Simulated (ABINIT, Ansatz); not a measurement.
# Li3SI (Pm-3m): from the cell to the phonon bands, part 2 of 3

How does Li3SI (Pm-3m) vibrate, and is this structure a minimum?

ABINIT 10.8.3; DFT LDA, scalar-relativistic, plane waves, PseudoDojo norm-conserving pseudopotentials.

So far. Step 5 (Zone-centre response): The acoustic modes at Γ come out as far as 0.1 cm⁻¹ from zero, where they should vanish, a small numerical error; the Born charges miss their sum rule by 0.028 e, which is fair. The lowest optical mode is imaginary, 46i cm⁻¹, an instability at this level and on this k mesh. The relaxed cell has a = 4.611 Å (conventional setting).

The structure was built from a prototype and need not be the compound's stable phase.

**6. Linear response on the mesh**

Linear response treats each wavevector of the 2×2×2 mesh in the unit cell; the first-order potentials are kept for the electron-phonon matrix elements.

Contents of dfpt_q.abi:

```
ndtset 3

# wavevectors
qpt1 0.5 0.0 0.0
qpt2 0.5 0.5 0.0
qpt3 0.5 0.5 0.5

# displacements
getwfk_filepath "gso_WFK"
getwfq_filepath "gso_WFK"
kptopt 3
nqpt 1
rfphon 1
rfatpol 1 5
rfdir 1 1 1
tolvrs 1.0d-10
prtwf 0
prtpot 1

# basis, mesh and filling
ecut 33.0
ngkpt 4 4 4
nshiftk 1
shiftk 0.0 0.0 0.0
istwfk *1
occopt 1
nband 11
nstep 100
diemac 9.0
prtebands 0
prtgsr 0
useylm 1

# cell and atoms
acell 3*1.0 Angstrom
rprim 
    4.610580155 0.0 0.0
    0.0 4.610580155 0.0
    0.0 0.0 4.610580155
ntypat 3
znucl 53 16 3
natom 5
typat 1 2 3 3 3
xred 
    0.0 0.0 0.0
    0.5 0.5 0.5
    0.5 0.5 0.0
    0.5 0.0 0.5
    0.0 0.5 0.5
pp_dirpath "./pseudo"
pseudos "I.upf, S.upf, Li.upf"
```

The run is started by

```console
OMP_NUM_THREADS=1 mpirun -n 4 abinit dfpt_q.abi > dfpt_q.log
```

Numbers of over 12 decimals in the logs are rounded to 6 here.

dfpt_q.abo, the main output file:

```text
[banners, grids, parts of the stress and lines that vanish by symmetry left out]
- input  file    -> dfpt_q.abi
- output file    -> dfpt_q.abo
- root for input  files -> dfpt_qi
[...]
DATASET    1 : space group Pm -3 m (#221); Bravais cP (primitive cubic)
[...]
nfft =      110592          nkpt =          64
[...]
DATASET    2 : space group Pm -3 m (#221); Bravais cP (primitive cubic)
[...]
nfft =      110592          nkpt =          64
[...]
DATASET    3 : space group Pm -3 m (#221); Bravais cP (primitive cubic)
[...]
nfft =      110592          nkpt =          64
[...]
== DATASET  1 ==================================================================
[...]
cutoff_energies: {ecut:  33.0, pawecutdg:  -1.0, }
[...]
Perturbation : displacement of atom   1   along direction   1
[...]
-ETOT  1   3.398360     -4.234E+02 3.862E+00 3.463E+04
 ETOT  2   1.722213     -1.676E+00 1.537E-03 7.409E+02
 ETOT  3   1.692376     -2.984E-02 7.508E-05 4.186E+02
 ETOT  4   1.671557     -2.082E-02 1.422E-05 1.820E+00
 ETOT  5   1.671177     -3.799E-04 4.542E-07 9.079E-02
[...]
At SCF step   10       vres2   =  5.45E-11 < tolvrs=  1.00E-10 =>converged.
[...]
Perturbation : displacement of atom   1   along direction   2
[...]
-ETOT  1   1.142028     -3.439E+02 3.874E+00 6.591E+02
[...]
At SCF step    9       vres2   =  5.51E-11 < tolvrs=  1.00E-10 =>converged.
[...]
Perturbation : displacement of atom   2   along direction   1
[...]
-ETOT  1   15.536843771730     -6.060E+02 2.084E+00 1.530E+05
[...]
At SCF step   11       vres2   =  6.36E-12 < tolvrs=  1.00E-10 =>converged.
[...]
Perturbation : displacement of atom   2   along direction   2
[...]
-ETOT  1   7.616860     -5.538E+02 2.303E+00 8.152E+03
[...]
At SCF step   10       vres2   =  5.94E-12 < tolvrs=  1.00E-10 =>converged.
[...]
Perturbation : displacement of atom   3   along direction   1
[...]
-ETOT  1   1.276980     -2.611E+03 3.021E+01 1.165E+03
[...]
Perturbation : displacement of atom   3   along direction   2
[...]
-ETOT  1  0.771123     -2.596E+03 3.024E+01 4.816E+02
[...]
Perturbation : displacement of atom   3   along direction   3
[...]
-ETOT  1   5.978211     -2.579E+03 2.830E+01 3.056E+03
[...]
Perturbation : displacement of atom   5   along direction   1
[...]
-ETOT  1   5.750032     -2.594E+03 2.839E+01 8.729E+02
[...]
Perturbation : displacement of atom   5   along direction   2
[...]
-ETOT  1  0.664363     -2.596E+03 3.014E+01 4.041E+02
[...]
Phonon wavevector (reduced coordinates) :  0.50000  0.00000  0.00000
 Phonon energies in Hartree :
[...]
Phonon frequencies in cm-1    :
- -6.296829E+00 -6.296829E+00  4.438185E+01  4.438185E+01  6.629315E+01
-  7.378069E+01  7.378069E+01  8.548972E+01  1.462547E+02  1.462547E+02
-  1.878345E+02  3.015780E+02  5.027424E+02  5.244275E+02  5.244275E+02
[...]
== DATASET  2 ==================================================================
[...]
cutoff_energies: {ecut:  33.0, pawecutdg:  -1.0, }
[...]
Perturbation : displacement of atom   1   along direction   1
[...]
-ETOT  1   1.737241     -3.856E+02 3.806E+00 4.878E+03
[...]
Perturbation : displacement of atom   1   along direction   3
[...]
-ETOT  1  0.956894     -3.412E+02 3.792E+00 4.164E+02
[...]
Perturbation : displacement of atom   2   along direction   1
[...]
-ETOT  1   9.832539     -5.827E+02 2.264E+00 3.552E+04
[...]
Perturbation : displacement of atom   2   along direction   3
[...]
-ETOT  1   7.192267     -5.521E+02 2.299E+00 6.621E+03
[...]
Perturbation : displacement of atom   3   along direction   1
[...]
-ETOT  1   1.099737     -2.604E+03 3.026E+01 5.179E+03
[...]
Perturbation : displacement of atom   3   along direction   3
[...]
-ETOT  1   5.943803     -2.578E+03 2.843E+01 2.808E+03
[...]
Perturbation : displacement of atom   4   along direction   1
[...]
-ETOT  1   1.429564     -2.603E+03 3.025E+01 1.520E+03
[...]
Perturbation : displacement of atom   4   along direction   2
[...]
-ETOT  1   5.801477     -2.587E+03 2.834E+01 6.621E+02
[...]
Perturbation : displacement of atom   4   along direction   3
[...]
-ETOT  1  0.760979     -2.596E+03 3.008E+01 9.435E+01
[...]
Phonon wavevector (reduced coordinates) :  0.50000  0.50000  0.00000
 Phonon energies in Hartree :
[...]
Phonon frequencies in cm-1    :
- -1.180177E+02 -5.602208E+01 -5.602208E+01  4.642968E+01  7.489376E+01
-  7.489376E+01  1.053594E+02  1.053594E+02  1.179846E+02  2.466653E+02
-  2.466653E+02  2.999626E+02  4.644683E+02  5.240994E+02  5.463784E+02
[...]
== DATASET  3 ==================================================================
[...]
cutoff_energies: {ecut:  33.0, pawecutdg:  -1.0, }
[...]
Perturbation : displacement of atom   1   along direction   1
[...]
-ETOT  1   1.786150     -3.705E+02 3.802E+00 2.870E+03
[...]
Perturbation : displacement of atom   2   along direction   1
[...]
-ETOT  1   9.785517     -5.717E+02 2.277E+00 2.502E+04
[...]
Perturbation : displacement of atom   3   along direction   1
[...]
-ETOT  1  0.809936     -2.601E+03 3.016E+01 1.551E+03
[...]
At SCF step    9       vres2   =  2.70E-11 < tolvrs=  1.00E-10 =>converged.
[...]
Perturbation : displacement of atom   3   along direction   3
[...]
-ETOT  1   5.692488     -2.584E+03 2.839E+01 1.236E+03
[...]
ETOT  9   4.958335      3.638E-12 6.101E-15 1.361E-10
 ETOT 10   4.958335      3.365E-11 2.320E-16 7.953E-12
 At SCF step   10       vres2   =  7.95E-12 < tolvrs=  1.00E-10 =>converged.
[...]
Phonon wavevector (reduced coordinates) :  0.50000  0.50000  0.50000
 Phonon energies in Hartree :
[...]
Phonon frequencies in cm-1    :
- -1.283988E+02 -1.283988E+02 -1.283988E+02  3.340615E+01  3.340615E+01
-  3.340615E+01  1.600310E+02  1.600310E+02  1.600310E+02  2.531872E+02
-  2.531872E+02  2.531872E+02  4.652148E+02  4.652148E+02  5.595921E+02
[...]
strten2     0.0000000000E+00  0.0000000000E+00  0.0000000000E+00
           strten3     0.0000000000E+00  0.0000000000E+00  0.0000000000E+00
================================================================================
```

Run time: 7.6 min. Hardware: 4 MPI ranks of Arm Neoverse V1, shared host; 30 min of CPU time.

This step gave:

| Item | Value |
| --- | --- |
| lowest mode on the q mesh (acoustic ones at the zone centre apart) | -128.4 cm⁻¹ |

Frequencies (cm⁻¹) before the sum rule at the irreducible wavevectors but Γ, which is solved apart; negative means imaginary. Frequencies by wavevector:

```
q (fractions)  star  mode 1  mode 2  mode 3  mode 4  mode 13  mode 14  mode 15
      0.5 0 0     3    -6.3    -6.3   44.38   44.38    502.7    524.4    524.4
    0.5 0.5 0     3    -118  -56.02  -56.02   46.43    464.5    524.1    546.4
  0.5 0.5 0.5     1  -128.4  -128.4  -128.4   33.41    465.2    465.2    559.6
```

**7. Interpolated phonon bands**

anaddb transforms the dynamical matrices to force constants, with the dipole-dipole part treated apart, and back along the path; points of the mesh come back as solved, but for the sum rule and, in polar crystals, the LO-TO term at Γ; the rest is interpolation.

Contents of anaddb.abi:

```
ddb_filepath "all_DDB"
output_file "anaddb.abo"
outdata_prefix "anaddb"
ifcflag 1
ngqpt 2 2 2
nqshft 1
q1shft 0.0 0.0 0.0
asr 1
chneut 1
dipdip 1
dipquad 0
quadquad 0
enunit 0
eivec 0
nph1l 62
qph1l 
    0.0 5.0d-06 0.0 1.0
    0.0 0.05 0.0 1.0
    0.0 0.1 0.0 1.0
    0.0 0.15 0.0 1.0
    0.0 0.2 0.0 1.0
    0.0 0.25 0.0 1.0
    0.0 0.3 0.0 1.0
    0.0 0.35 0.0 1.0
    0.0 0.4 0.0 1.0
    0.0 0.45 0.0 1.0
    0.0 0.5 0.0 1.0
    0.05 0.5 0.0 1.0
    0.1 0.5 0.0 1.0
    0.15 0.5 0.0 1.0
    0.2 0.5 0.0 1.0
    0.25 0.5 0.0 1.0
    0.3 0.5 0.0 1.0
    0.35 0.5 0.0 1.0
    0.4 0.5 0.0 1.0
    0.45 0.5 0.0 1.0
    0.5 0.5 0.0 1.0
    0.45 0.45 0.0 1.0
    0.4 0.4 0.0 1.0
    0.35 0.35 0.0 1.0
    0.3 0.3 0.0 1.0
    0.25 0.25 0.0 1.0
    0.2 0.2 0.0 1.0
    0.15 0.15 0.0 1.0
    0.1 0.1 0.0 1.0
    0.05 0.05 0.0 1.0
    5.0d-06 5.0d-06 5.0d-06 1.0
    0.05 0.05 0.05 1.0
    0.1 0.1 0.1 1.0
    0.15 0.15 0.15 1.0
    0.2 0.2 0.2 1.0
    0.25 0.25 0.25 1.0
    0.3 0.3 0.3 1.0
    0.35 0.35 0.35 1.0
    0.4 0.4 0.4 1.0
    0.45 0.45 0.45 1.0
    0.5 0.5 0.5 1.0
    0.45 0.5 0.45 1.0
    0.4 0.5 0.4 1.0
    0.35 0.5 0.35 1.0
    0.3 0.5 0.3 1.0
    0.25 0.5 0.25 1.0
    0.2 0.5 0.2 1.0
    0.15 0.5 0.15 1.0
    0.1 0.5 0.1 1.0
    0.05 0.5 0.05 1.0
    0.0 0.5 0.0 1.0
    0.5 0.5 0.5 1.0
    0.5 0.5 0.45 1.0
    0.5 0.5 0.4 1.0
    0.5 0.5 0.35 1.0
    0.5 0.5 0.3 1.0
    0.5 0.5 0.25 1.0
    0.5 0.5 0.2 1.0
    0.5 0.5 0.15 1.0
    0.5 0.5 0.1 1.0
    0.5 0.5 0.05 1.0
    0.5 0.5 0.0 1.0
```

Contents of mrgddb.in:

```
all_DDB
merged
4
dfpt_gammao_DS2_DDB
dfpt_qo_DS1_DDB
dfpt_qo_DS2_DDB
dfpt_qo_DS3_DDB
```

The run is started by

```console
mrgddb < mrgddb.in > mrgddb.log
OMP_NUM_THREADS=1 anaddb anaddb.abi > anaddb.log
```

anaddb.abo, the main output file:

```text
[banners, grids, parts of the stress and lines that vanish by symmetry left out]
-outvars_anaddb: echo values of input variables ----------------------

 Flags :
[...]
Dielectric Tensor and Effective Charges
[...]
Effective charge tensors after
[...]
Phonon wavevector (reduced coordinates) :  0.00000  0.00001  0.00000
 Phonon energies in Hartree :
[...]
Phonon frequencies in cm-1    :
- -4.607055E+01 -4.607055E+01 -4.607055E+01 -3.742386E+01 -3.742386E+01
-  0.000000E+00  0.000000E+00  0.000000E+00  1.121588E+02  1.361392E+02
-  1.361392E+02  2.286682E+02  5.245825E+02  5.245825E+02  5.588071E+02
[...]
Phonon wavevector (reduced coordinates) :  0.00000  0.05000  0.00000
 Phonon energies in Hartree :
[...]
Phonon frequencies in cm-1    :
- -4.448659E+01 -4.448659E+01 -4.348489E+01 -3.650199E+01 -3.650199E+01
-  8.815266E+00  8.815266E+00  1.641534E+01  1.148738E+02  1.363104E+02
-  1.363104E+02  2.295886E+02  5.245786E+02  5.245786E+02  5.577734E+02
[...]
Phonon wavevector (reduced coordinates) :  0.00000  0.10000  0.00000
 Phonon energies in Hartree :
[...]
Phonon frequencies in cm-1    :
- -4.018112E+01 -4.018112E+01 -3.491621E+01 -3.337049E+01 -3.337049E+01
-  1.813700E+01  1.813700E+01  3.067179E+01  1.227278E+02  1.368249E+02
-  1.368249E+02  2.324304E+02  5.245674E+02  5.245674E+02  5.547124E+02
[...]
Phonon wavevector (reduced coordinates) :  0.00000  0.15000  0.00000
 Phonon energies in Hartree :
[...]
Phonon frequencies in cm-1    :
- -3.508593E+01 -3.508593E+01 -2.624599E+01 -2.624599E+01 -1.316991E+01
-  2.837073E+01  2.837073E+01  4.167980E+01  1.345106E+02  1.376814E+02
-  1.376814E+02  2.374237E+02  5.245500E+02  5.245500E+02  5.497497E+02
[...]
Phonon wavevector (reduced coordinates) :  0.00000  0.20000  0.00000
 Phonon energies in Hartree :
[...]
Phonon frequencies in cm-1    :
- -3.057716E+01 -3.057716E+01 -1.152111E+01 -1.152111E+01  3.380954E+01
-  3.925633E+01  3.925633E+01  4.966098E+01  1.388638E+02  1.388638E+02
[...]
Phonon wavevector (reduced coordinates) :  0.00000  0.25000  0.00000
 Phonon energies in Hartree :
[...]
Phonon frequencies in cm-1    :
[...]
Phonon wavevector (reduced coordinates) :  0.00000  0.30000  0.00000
 Phonon energies in Hartree :
[...]
Phonon frequencies in cm-1    :
[...]
Phonon wavevector (reduced coordinates) :  0.00000  0.35000  0.00000
 Phonon energies in Hartree :
[...]
Phonon frequencies in cm-1    :
[...]
Phonon wavevector (reduced coordinates) :  0.00000  0.40000  0.00000
 Phonon energies in Hartree :
[...]
Phonon frequencies in cm-1    :
[...]
Phonon wavevector (reduced coordinates) :  0.00000  0.45000  0.00000
 Phonon energies in Hartree :
[...]
Phonon frequencies in cm-1    :
[...]
Phonon wavevector (reduced coordinates) :  0.00000  0.50000  0.00000
 Phonon energies in Hartree :
[...]
Phonon frequencies in cm-1    :
[...]
Phonon wavevector (reduced coordinates) :  0.05000  0.50000  0.00000
 Phonon energies in Hartree :
[...]
Phonon frequencies in cm-1    :
[...]
Phonon wavevector (reduced coordinates) :  0.10000  0.50000  0.00000
 Phonon energies in Hartree :
[...]
Phonon frequencies in cm-1    :
[...]
Phonon wavevector (reduced coordinates) :  0.15000  0.50000  0.00000
 Phonon energies in Hartree :
[...]
Phonon frequencies in cm-1    :
[...]
Phonon frequencies in cm-1    :
[...]
Phonon wavevector (reduced coordinates) :  0.25000  0.25000  0.25000
 Phonon energies in Hartree :
[...]
Phonon frequencies in cm-1    :
[...]
-  5.311465E+01  1.514366E+02  1.514366E+02  1.797480E+02  1.961541E+02
-  1.961541E+02  2.441660E+02  4.969347E+02  4.969347E+02  5.577459E+02
  Phonon wavevector (reduced coordinates) :  0.30000  0.30000  0.30000
 Phonon energies in Hartree :
[...]
Phonon frequencies in cm-1    :
- -1.041612E+02 -9.967046E+01 -9.967046E+01  4.331600E+01  4.331600E+01
-  4.936877E+01  1.643025E+02  1.643025E+02  1.934220E+02  2.111669E+02
-  2.111669E+02  2.385927E+02  4.884373E+02  4.884373E+02  5.587627E+02
  Phonon wavevector (reduced coordinates) :  0.35000  0.35000  0.35000
 Phonon energies in Hartree :
[...]
Phonon frequencies in cm-1    :
- -1.127812E+02 -1.100603E+02 -1.100603E+02  4.189500E+01  4.189500E+01
[...]
Phonon wavevector (reduced coordinates) :  0.40000  0.40000  0.40000
 Phonon energies in Hartree :
[...]
Phonon frequencies in cm-1    :
[...]
Phonon wavevector (reduced coordinates) :  0.45000  0.45000  0.45000
 Phonon energies in Hartree :
[...]
Phonon frequencies in cm-1    :
[...]
Phonon wavevector (reduced coordinates) :  0.50000  0.50000  0.50000
 Phonon energies in Hartree :
[...]
Phonon wavevector (reduced coordinates) :  0.50000  0.50000  0.05000
 Phonon energies in Hartree :
[...]
Phonon frequencies in cm-1    :
[...]
Phonon wavevector (reduced coordinates) :  0.50000  0.50000  0.00000
 Phonon energies in Hartree :
[...]
Phonon frequencies in cm-1    :
[...]
-  7.489388E+01  1.053596E+02  1.053596E+02  1.179841E+02  2.466650E+02
-  2.466650E+02  2.999627E+02  4.644682E+02  5.240994E+02  5.463783E+02
-
```

Run time: 0.79 s. Hardware: 1 thread.

Numbers from this step:

```yaml
lowest_frequency_on_the_path: -128.4 cm⁻¹
```

Anaddb, dipole-dipole term. The phonon branches at the labelled points (cm⁻¹):

```
    point  branch 1  branch 2  branch 3  branch 4  branch 12  branch 13  branch 14  branch 15
        Γ       -46       -46       -46       -37        229        525        525        559
  halfway       -26       -26        20        20        255        524        524        535
        X        -6        -6        44        44        302        503        524        524
  halfway      -113        14        39        41        288        479        524        541
        M      -118       -56       -56        46        300        464        524        546
  halfway      -107        26        34        48        261        495        524        548
        Γ       -46       -46       -46       -37        229        525        525        559
  halfway       -95       -90       -90        43        244        497        497        558
        R      -128      -128      -128        33        253        465        465        560
  halfway      -111       -99       -73        38        264        477        499        556
        X        -6        -6        44        44        302        503        524        524
jump to R      -128      -128      -128        33        253        465        465        560
  halfway      -123      -102      -102        35        250        465        492        558
        M      -118       -56       -56        46        300        464        524        546
```

The path dips to 128i cm⁻¹.

(Continued in part 3 of 3.)

[Host names and launcher messages were left out of these logs when they were recorded.]

[Logs are printed without paths, hosts, clocks, repeated set-up lines and the standing remarks that a program may print on its own settings, such as how far it seeks lower states.]

[Hosts, paths, dates, database ids (printed as entryN), source tags and the programs' standing remarks are cut or masked in the printed files.]
